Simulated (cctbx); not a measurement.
# Interatomic vectors of MgCrBr5

Space group C2/c (no. 15), a = 11.8850 Å, b = 8.4760 Å, c = 9.8880 Å, α = 90.00°, β = 115.77°, γ = 90.00°, content Br20 Cr4 Mg4.

Simulated single-crystal data (cctbx): Mo Kα, λ = 0.71073 Å, to d = 0.7 Å, 70 % of the full sphere, strongest reflection 5000 counts, noise from counting, a 3 % proportional error and a noise floor of 4 counts (s.d.); no absorption, some extinction.

Patterson synthesis, origin scaled to 1000:

```text
Patterson group C 1 2/m 1
      u       v       w   height  length (A)
  0.000   0.000   0.000   1000.0     0.00
  0.000   0.000   0.500    282.3     4.94
  0.233   0.000   0.120    204.8     2.49
  0.015   0.211   0.722    200.9     3.34
  0.000   0.424   0.500    199.2     6.11
  0.016   0.365   0.223    179.9     3.76
  0.043   0.500   0.262    179.2     4.88
  0.229   0.000   0.619    179.1     5.52
  0.034   0.000   0.442    178.6     4.21
  0.227   0.058   0.369    176.6     3.50
  0.212   0.309   0.146    176.1     3.48
  0.228   0.092   0.868    173.0     3.57
  0.211   0.273   0.646    172.7     5.62
  0.254   0.225   0.907    169.5     4.00
```

**Question.** Which atom pairs make the peaks, and where is the heaviest atom?

A peak at u stands for all pairs with xi − xj = u, with weight Σ ZiZj against Σ Z² = 27380 at the origin. Peak heights follow these weights only roughly, since form factors, motion and series ripples differ, all vectors within 0.55 Å of a peak are counted as merged into it though the farther ones add only part of their weight, and F(000) is left out, which lowers the whole map:

| u | v | w | shortest length (Å) | height | 1000 ΣZiZj/ΣZ² | pairs in the cell |
| --- | --- | --- | --- | --- | --- | --- |
| 0.000 | 0.000 | 0.500 | 4.94 | 282 | 442 | 8 × Br–Br, 4 × Cr–Cr |
| 0.233 | 0.000 | 0.120 | 2.49 | 205 | 368 | 8 × Br–Cr, 8 × Br–Mg |
| 0.015 | 0.211 | 0.722 | 3.35 | 201 | 240 | 4 × Br–Br, 4 × Br–Mg |
| 0.000 | 0.424 | 0.500 | 5.88 | 199 | 240 | 4 × Br–Br, 4 × Br–Mg |
| 0.016 | 0.365 | 0.223 | 3.76 | 180 | 179 | 4 × Br–Br |
| 0.043 | 0.500 | 0.262 | 4.88 | 179 | 179 | 4 × Br–Br |
| 0.229 | 0.000 | 0.619 | 5.51 | 179 | 245 | 8 × Br–Cr |
| 0.034 | 0.000 | 0.442 | 4.21 | 179 | 179 | 4 × Br–Br |
| 0.227 | 0.058 | 0.369 | 3.50 | 177 | 179 | 4 × Br–Br |
| 0.212 | 0.309 | 0.146 | 3.48 | 176 | 179 | 4 × Br–Br |

The table stops at ten peaks or at a height of 45, below which ripples compete. In the model behind the data Br, the heaviest element, has 3 independent sites: (0, 0.0740, 1/4), (0.0161, 0.2907, 0.9729) and (0.2727, 0.5160, 0.8810), up to an allowed shift of origin; the Br–Br vectors are differences of these positions and their symmetry mates. The whole model:

| atom | mult. | x | y | z | Ueq (Å²) |
| --- | --- | --- | --- | --- | --- |
| Br1 | 4 | 0 | 0.0740 | 1/4 | 0.0074 |
| Br2 | 8 | 0.0161 | 0.2907 | 0.9729 | 0.0073 |
| Br3 | 8 | 0.2727 | 0.5160 | 0.8810 | 0.0090 |
| Cr1 | 4 | 0 | 0 | 0 | 0.0094 |
| Mg1 | 4 | 0 | 0.4629 | 1/4 | 0.0115 |

The model was made for the exercise: a known structure type with other elements put in, its volume estimated, not relaxed; displacement parameters are assumed.

[Logs are printed without paths, hosts, clocks, repeated set-up lines and the standing remarks that a program may print on its own settings, such as how far it seeks lower states.]
